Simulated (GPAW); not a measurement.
# Screening of a field by Li/Pd(100), part 2 of 2

Aim: the dipole that a field along the normal induces in Li/Pd(100).

GPAW 26.7.0; GPAW, PAW setups; slab in vacuum, relaxation (the session's first sound run).

So far. Step 5 (In a field): The dipole is now 0.0230 e Å, against 0.073 in the run without a field. Step 8 (Field on): The dipole is now 0.123 e Å, against 0.073 in the run without a field.

**9. Field on (continued)**

The electrostatic potential energy of an electron (without an applied field's), less the Fermi level, planar mean oscillates, so the rows of the table below give means over windows of 2.07 Å about each position, cut where the curve ends. Its maxima inside the range that stand out by 2 % of the span (Å: eV): 1.6: 6.23, 8.0: -0.408, 10.0: -0.260, 12.0: -0.618, 14.1: 0.552. Its minima: 7.0: -18.5, 8.9: -19.0, 10.9: -19.3, 13.0: -19.5, 15.1: -4.59.

The electrostatic potential energy of an electron (without an applied field's), less the Fermi level, planar mean by z; means over each step:

| z (Å) | electrostatic potential energy of an electron (without an applied field's), less the Fermi level, planar mean (eV) |
| --- | --- |
| 1.03 | 6.04 |
| 3.10 | 6.22 |
| 5.17 | 5.14 |
| 7.24 | -7.98 |
| 9.31 | -8.51 |
| 11.38 | -8.88 |
| 13.45 | -8.27 |
| 15.52 | -1.84 |
| 17.59 | 1.87 |
| 19.66 | 2.11 |
| 21.73 | 2.25 |

The dipole is now 0.172 e Å, against 0.073 in the run without a field.

**10. Field on**

File run.py:

```python
import json
import numpy as np
from ase import Atoms
from gpaw import GPAW, PW
from gpaw.external import ConstantElectricField

slab = Atoms(
    ['Pd', 'Pd', 'Pd', 'Pd', 'Li'],
    positions=[
        [1.37532, 1.37532, 7.00000],
        [0.00000, 0.00000, 8.94500],
        [1.37532, 1.37532, 10.96898],
        [-0.00000, 0.00000, 12.99712],
        [1.37532, -0.00000, 15.02977]],
    cell=[[2.75065, 0.0, 0.0], [0.0, 2.75065, 0.0], [0.0, 0.0, 22.27797]],
    pbc=[True, True, False])

slab.calc = GPAW(mode=PW(400), xc='PBE', kpts={'size': (11, 11, 1), 'gamma': True},
                 occupations={'name': 'fermi-dirac', 'width': 0.1}, nbands='300%',
                 convergence={'density': 1e-05}, maxiter=200,
                 poissonsolver={'dipolelayer': 'xy'},
                 external=ConstantElectricField(0.3, [0, 0, 1]),
                 symmetry={'tolerance': 1e-3}, txt='slab.txt')
result = {}
energy = slab.get_potential_energy()
fermi = slab.calc.get_fermi_level()
v = slab.calc.get_electrostatic_potential().mean((0, 1)) - fermi
n = slab.calc.get_pseudo_density().mean((0, 1))
L = slab.cell[2, 2]
z = np.arange(len(v)) * L / len(v)
low, high = slab.positions[:, 2].min(), slab.positions[:, 2].max()
below, above = np.interp([low - 4.8, high + 4.8], z, v)
slopes = [np.interp(x, z, np.gradient(v, z)) for x in (low - 4.8, high + 4.8)]
eps = np.array([[slab.calc.get_eigenvalues(k, s) for k in range(len(slab.calc.get_ibz_k_points()))]
                for s in range(slab.calc.get_number_of_spins())]) - fermi
top, bottom = eps[eps < 0].max(), eps[eps > 0].min()
dipole = slab.get_dipole_moment()[2]
print(f'energy {energy:.4f} eV, Fermi level {fermi:.4f} eV, dipole {dipole:.5f} e A')
print(f'potential 4.8 A off the faces, from the Fermi level: lower {below:.4f} eV, upper {above:.4f} eV')
print(f'slope of the potential there: lower {slopes[0]:.5f}, upper {slopes[1]:.5f} eV/A')
print(f'nearest levels on the mesh: {top:.4f} and {bottom:.4f} eV')
print('magnetic moment', round(slab.get_magnetic_moment(), 3))
result.update(energy=energy, fermi=fermi, dipole=dipole, below=below, above=above, slopes=slopes, edges=[top, bottom],
              z=z.tolist(), v=v.tolist(), n=n.tolist(), positions=slab.positions.tolist(),
              forces=slab.get_forces(apply_constraint=False).tolist(), moments=slab.get_magnetic_moments().tolist())
json.dump(result, open('result.json', 'w'))
```

The run is started by

```sh
$ OMP_NUM_THREADS=1 OPENBLAS_NUM_THREADS=1 python run.py
```

It took 12 min on 1 thread of Arm Neoverse V1, shared host; peak memory 0.51 GiB.

The run was cut off at its time limit.

**11. The series**

The members are put on one axis.

This step: induced dipole against applied field (GPAW 26.7.0).

Table of dipole along the normal by field:

| field (V/Å) | dipole along the normal (e·Å) |
| --- | --- |
| -0.200 | -0.0270 |
| -0.100 | 0.0230 |
| -0.050 | 0.0480 |
| 0.000 | 0.0730 |
| 0.050 | 0.0979 |
| 0.100 | 0.123 |
| 0.200 | 0.172 |

**12. A changed run**

One more run, with changed settings.

This step: GPAW, PAW setups; slab in vacuum (GPAW 26.7.0).

Edit run.py of step 10 so:

```diff
@@ -4,3 +4,2 @@
 from gpaw import GPAW, PW
-from gpaw.external import ConstantElectricField
 
@@ -19,5 +18,4 @@
                  occupations={'name': 'fermi-dirac', 'width': 0.1}, nbands='300%',
-                 convergence={'density': 1e-05}, maxiter=200,
+                 convergence={'density': 1e-05}, maxiter=75,
                  poissonsolver={'dipolelayer': 'xy'},
-                 external=ConstantElectricField(0.3, [0, 0, 1]),
                  symmetry={'tolerance': 1e-3}, txt='slab.txt')
@@ -31,4 +29,4 @@
 low, high = slab.positions[:, 2].min(), slab.positions[:, 2].max()
-below, above = np.interp([low - 4.8, high + 4.8], z, v)
-slopes = [np.interp(x, z, np.gradient(v, z)) for x in (low - 4.8, high + 4.8)]
+below, above = np.interp([low - 1.0, high + 1.0], z, v)
+slopes = [np.interp(x, z, np.gradient(v, z)) for x in (low - 1.0, high + 1.0)]
 eps = np.array([[slab.calc.get_eigenvalues(k, s) for k in range(len(slab.calc.get_ibz_k_points()))]
@@ -38,3 +36,3 @@
 print(f'energy {energy:.4f} eV, Fermi level {fermi:.4f} eV, dipole {dipole:.5f} e A')
-print(f'potential 4.8 A off the faces, from the Fermi level: lower {below:.4f} eV, upper {above:.4f} eV')
+print(f'potential 1.0 A off the faces, from the Fermi level: lower {below:.4f} eV, upper {above:.4f} eV')
 print(f'slope of the potential there: lower {slopes[0]:.5f}, upper {slopes[1]:.5f} eV/A')
```

It took 7.4 min on 1 thread; peak memory 0.36 GiB.

The run finished. A setting was moved off its sound value on purpose, so it serves as a test and not as the result.

The fault put into the input: the potential probed 1 A off the face (probe = 1.0).

**13. Results**

| Quantity | Value |
| --- | --- |
| work function, upper and lower face | 3.342 and 5.089 eV |
| dipole along the normal | 0.0730 e Å |
| induced dipole per field | 0.498 e Å per V/Å |
| out-of-plane polarisability per area, α/(ε0 A) | 11.9 Å |

**Reading.** The field induces 0.498 e Å per V/Å, a polarisable thickness α/(ε0 A) of 11.9 Å beside 8.03 Å between the outermost nuclei. A perfect conductor would give the distance between its two image planes; a dielectric of thickness t gives t(1 - 1/ε). The two faces differ by 1.7 eV, the step that the slab's dipole makes (e p/(ε0 A) gives 1.7 eV), so the dipole layer is needed. The induced dipole is linear in the field over this range. The cell of 7.57 Å² holds one Li, started on one chosen site; other sites and coverages weren't tried. The in-plane lattice was kept as typed, which isn't the functional's own and leaves some strain; spin-orbit coupling and temperature are left out.

[Logs are printed without paths, hosts, clocks, repeated set-up lines and the standing remarks that a program may print on its own settings, such as how far it seeks lower states.]

[Hosts, paths, dates, database ids (printed as entryN), source tags and the programs' standing remarks are cut or masked in the printed files.]
